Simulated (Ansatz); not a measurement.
# How AgCl (Chlorargyrite, Fm-3m) expands on warming, part 2 of 3

Aim: the lattice, expansion, heat capacity and bulk modulus of AgCl (Chlorargyrite) as it warms.

Measurements to reproduce:
- volume expansion coefficient 98.7 1e-6/K near room temperature (given in “Descriptors for thermal expansion in solids”, 2017, arXiv:1701.03966)
- heat capacity C_P per formula unit 53 J/mol/K near room temperature (given in “High-Throughput Prediction of Finite-Temperature Properties using the Quasi-Harmonic Approximation”, 2016, arXiv:1603.06924)

Ansatz 0.2.0; DFT RPBE, scalar-relativistic, plane waves, PAW.

So far. Step 2 (A first coarse run): The start is under 7.2 GPa at this level and looks like an insulator or semiconductor on this mesh. The relaxed cell has a = 5.769 Å (conventional setting).

The database entry behind the starting cell differs from later determinations by our own check (an axis about 1.4 % short against later determinations), so it need not match the best structure at ambient conditions.

**5. Tight relaxation**

The thresholds are tightened for a last relaxation ahead of the phonons, and where mesh or smearing change with them the cell follows.

File input.yaml:

```yaml
crystal:
  lattice:
    - [0.0, 2.8843977927, 2.8843977927]
    - [2.8843977927, 0.0, 2.8843977927]
    - [2.8843977927, 2.8843977927, 0.0]
  atoms:
    - { symbol: Ag, position: [0.0, 0.0, 0.0] }
    - { symbol: Cl, position: [0.5, 0.5, 0.5] }
kpoints:
  mp_grid: { grid: [8, 8, 8] }
hamiltonian:
  xc: rpbe
scf:
  occupations: { method: fixed }
output:
  forces: true
  stress: true
  eigenvalues: true
relax:
  adjacent_minimum: "off"
  f_tol: 0.001
  max_steps: 60
  cell: { stress_tol: 0.01 }
```

Run with:

```sh
ansatz run input.yaml --threads 2 --pin off --max-ram 5120MiB --backend cpu --events-out ev --progress --plain --runs-dir out
```

Numbers of over 12 decimals in the logs are rounded to 6 here.

Log:

```text
[...]
Crystal: 2 atoms, lattice volume = 47.995 Å³
Basis set: ecut = 420 eV, 941 PW (Γ), exchange–correlation on 60×60×60 points (8 copies of the dense FFT grid, shifted against one another)
Bands: 17, of which v1, the nominal top of the filled ones, is band 13 counted from 1 (12 counted from 0)
Symmetry: 48 space group operations
[...]
k-points: 29 of 512
[...]
k-point 28: bands = [... 9 lower, 4.7023, 4.7071, 4.7071, 5.4391, 10.5171, 14.3808, 14.3808, 14.4397]
--- Relaxed structure (1 steps of the walk, 1 accepted, 1 SCFs on fresh bases) ---
[...]
cell:  # Å, volume = 47.9949 Å³
    - [0.0, 2.8843977927, 2.8843977927]
    - [2.8843977927, 0.0, 2.8843977927]
    - [2.8843977927, 2.8843977927, 0.0]
  atoms:
    - { symbol: Ag, position: [0.0, 0.0, 0.0] }
    - { symbol: Cl, position: [0.5, 0.5, 0.5] }
[key lines of the parts left out:]
SCF converged after 6 iterations
Free energy (F): -8682.702571 eV
Fermi energy:    6.358065 eV
P = ⅓ Tr σ = -0.0045 GPa (-0.045 kbar)
```

Wall time 1.9 s (2 threads of Arm Neoverse V1, shared host); peak memory 0.31 GiB; 3.5 s of CPU time.

Little changed from the start: no atom moved by 0.005 Å and no cell edge by 0.1 %.

Numbers from this step:

- pressure: -0.004471 GPa

The residual pressure is -0.0045 GPa, small enough for phonons.

**6. Phonons on strained cells**

Thermal expansion follows from how the free energy of the vibrations (and of the electrons in a metal) changes with strain, so the program makes strained cells, their phonons and a fit in one run.

input.yaml, the sections that differ from step 5:

```yaml
output:
  eigenvalues: true
phonons:
  method: dfpt
  qmesh: [2, 2, 2]
  temperatures: { t_max: 500.0, t_step: 25 }
  thermal_expansion: {}
# crystal, kpoints, hamiltonian, scf: as in step 5
# relax: removed
```

Log:

```text
The last accepted step is kept in <dir> (removed where the run ends without a failure and the disk answers)
Engine: ansatz 0.2.0, aarch64-unknown-linux-gnu
Pseudopotentials: kind: paw
Pseudopotential: Ag, paw, valence charge 19, recommended cutoff 420 eV (normal), Ag.paw.azcp
Pseudopotential: Cl, paw, valence charge 7, recommended cutoff 420 eV (normal), Cl.paw.azcp
Functional definition: RPBE
  parameter kappa = 0.804
  parameter beta = 0.066725
  exchange = rpbe_x(kappa = kappa, mu = beta*pi^2/3)
  correlation = pbe_c(beta = beta)
Crystal: 2 atoms, lattice volume = 47.995 Å³
Basis set: ecut = 487.2 eV, 1211 PW (Γ), exchange–correlation on 60×60×60 points (8 copies of the dense FFT grid, shifted against one another)
Bands: 17, of which v1, the nominal top of the filled ones, is band 13 counted from 1 (12 counted from 0)
Symmetry: 48 space group operations
Space group: Fm-3m (ITA 225), of the structure as read, at distance tolerance 3.6e-5 Å
k-points: 29 of 512
Non-local potential: Ag, projectors of the file, l = 0: 3, l = 1: 2, l = 2: 2, l = 3: 1
Non-local potential: Cl, projectors of the file, l = 0: 2, l = 1: 2, l = 2: 2
PAW form: soft (Blöchl's): semilocal exchange-correlation on the pseudo side does not see the compensation charge
PAW frozen core: Ag, regenerated for the run's functional, and the local potential with it (the file was generated under x = pbe(κ = 0.804, μ = 0.219515), c = pbe(β = 0.066725))
PAW frozen core: Cl, regenerated for the run's functional, and the local potential with it (the file was generated under x = pbe(κ = 0.804, μ = 0.219515), c = pbe(β = 0.066725))
PAW one-centre angular grid: Ag, 590 points (default); XC on 64 Gauss nodes
PAW one-centre angular grid: Cl, 110 points (default); XC on 64 Gauss nodes
Initial density: superposition of atomic densities (neutral atoms: chi_scale 0, normalization atom), corrected by the library's trained network
Initial wavefunctions: pseudopotential atomic-orbital guess
Functional: x = rpbe, c = pbe(β = 0.066725)
SCF iter   1: F=—  HF=-8682.706486 eV  |F-HF|=—  |Δ(HF+E_count)|=         —  Δρ=4.82e-3  dr2=1.16e-2  ethr=1.77e-3  ⟨swp⟩=4.8  Hψ=2050  notcnv=0  defer=53
preconditioner: auto → none  [insulator: Δε(μ)=1.215 eV  Ē_g=10.615 eV  n_scr=14 (ndim 8)  ℏωp=22.7 eV  f_vac=0.055  ε∞_Penn≈5.6]
SCF iter   2: F=—  HF=-8682.704910 eV  |F-HF|=—  |Δ(HF+E_count)|=   1.58e-3  Δρ=2.05e-3  dr2=9.80e-4  ethr=4.45e-5  ⟨swp⟩=2.5  Hψ=1061  notcnv=0  defer=55
SCF iter   3: F=—  HF=-8682.704767 eV  |F-HF|=—  |Δ(HF+E_count)|=   1.44e-4  Δρ=8.48e-4  dr2=2.36e-4  ethr=3.77e-6  ⟨swp⟩=2.2  Hψ=900  notcnv=0  defer=55
SCF iter   4: F=—  HF=-8682.704795 eV  |F-HF|=—  |Δ(HF+E_count)|=   2.87e-5  Δρ=3.88e-4  dr2=8.87e-5  ethr=9.06e-7  ⟨swp⟩=2.0  Hψ=734  notcnv=0  defer=55
[...]
relax step   1: F+E_penalty+E_count = -8682.70478579 eV  Δ(F+E_penalty+E_count) = +0.000e0 eV  max|allowed force component| = 6.344e-30 eV/Å  Δτ_max = 0.0000 Å  (8 SCF iters, accepted)
SCF converged after 8 iterations
Free energy (F): -8682.704786 eV
Harris-Foulkes:  -8682.704786 eV  (|F-HF|=0.00e0)
Internal energy: -8682.704786 eV  (E = F + TS)
E sigma→0 (E₀):  -8682.704786 eV
Fermi energy:    6.357555 eV
--- Per-component energies (eV) ---
  E_band       = -392.434558
  E_kinetic    = 688.539971
  E_local      = -3390.455438  (includes V_loc(G=0)·N_el)
  E_nonlocal   = 111.314419
  E_hartree    = 1482.546757
  E_xc         = -290.116812
  E_vxc        = -353.256197  (∫ρ·V_xc dr)
  E_paw        = -4576.504991  (= ΣΔE_a)
  E_vpaw       = -413.670947  (= ΣTr[D̂ρ^β])
  E_aug_tail   = 0.000138  (compensation charges beyond the density's cutoff)
  E_ewald      = -2707.876269
  E_core_change = -0.152561  (= ΣΔE_core)
  E_smearing   = -0.000000  (= −TS)
  E_closure    = -0.000000  (closes the sum)
  Σ components = -8682.704786   (vs F -8682.704786, Δ=0.00e0)
--- Forces (eV/Å), atoms counted from 1 ---
  atom   1  Ag    -0.00000000    -0.00000000     0.00000000
  atom   2  Cl     0.00000000    -0.00000000    -0.00000000
  max |Σ_I F_I| component: 9.40e-30 eV/Å
--- Stress (GPa, compression-positive) ---
       -0.003342      -0.000000       0.000000
       -0.000000      -0.003342       0.000000
        0.000000       0.000000      -0.003342
  P = ⅓ Tr σ = -0.0033 GPa (-0.033 kbar)
--- Band table (eV; the first three rows and the last of 29) ---
  k-point 0: bands = [... 9 lower, 4.3874, 4.5111, 4.5111, 4.5111, 7.5254, 17.2271, 17.2271, 17.2271]
  k-point 1: bands = [... 9 lower, 4.3919, 4.5958, 5.1098, 5.1098, 8.1442, 15.9856, 16.8670, 16.8670]
  k-point 2: bands = [... 9 lower, 4.4820, 4.7046, 5.7256, 5.7256, 9.3591, 14.3205, 15.6335, 15.6335]
  k-point 28: bands = [... 9 lower, 4.7017, 4.7066, 4.7066, 5.4386, 10.5172, 14.3805, 14.3805, 14.4396]
── thermal expansion: 3 new cells, 3 in all ──
thermal expansion: relaxation of cell 2
thermal expansion: relaxation of cell 3
── thermal expansion: 2 new cells, 5 in all ──
thermal expansion: relaxation of cell 4
thermal expansion: lower-state search of cell 4
thermal expansion: phonons of cell 4
WARN: thermal expansion: vibrations_at_or_below_zero in the phonons of 1 cell: 4
this run last wrote the structure of step 1 to <dir>
--- Relaxed structure (1 steps of the walk, 1 accepted, 0 SCFs on fresh bases) ---
  F+E_penalty+E_count = -8682.70478579 eV   max|allowed force component| = 6.344e-30 eV/Å
  atoms:
    - { symbol: Ag, position: [0.0, 0.0, 0.0] }
    - { symbol: Cl, position: [0.5, 0.5, 0.5] }
--- Thermal expansion: 5 cells in 2 rounds, 0 GPa ---
  no lower state was reached at cell 4
  not told: vibrations stand at or below zero in cell 4 (1.000 modes a cell, the lowest at -43.9 cm⁻¹): the crystal is at no minimum there, or its k-points are too few: type the crystal that it becomes, another pressure, or a denser kpoints.mp_grid, in a new run
  vibrations_at_or_below_zero in the phonons of 1 cell: 4
Error: vibrations stand at or below zero in cell 4 (1.000 modes a cell, the lowest at -43.9 cm⁻¹): the crystal is at no minimum there, or its k-points are too few: type the crystal that it becomes, another pressure, or a denser kpoints.mp_grid, in a new run
```

Elapsed: 71 s, on 2 threads; peak memory 0.68 GiB.

The run ended with an error.

The program's message: “vibrations stand at or below zero in cell 4 (1.000 modes a cell, the lowest at -43.9 cm⁻¹): the crystal is at no minimum there, or its k-points are too few: type the crystal that it becomes, another p …”

(Continued in part 3 of 3.)

[Logs are printed without paths, hosts, clocks, repeated set-up lines and the standing remarks that a program may print on its own settings, such as how far it seeks lower states.]

[Hosts, paths, dates, database ids (printed as entryN), source tags and the programs' standing remarks are cut or masked in the printed files.]

[A step with changed settings may run another functional than the one named; its input shows which.]
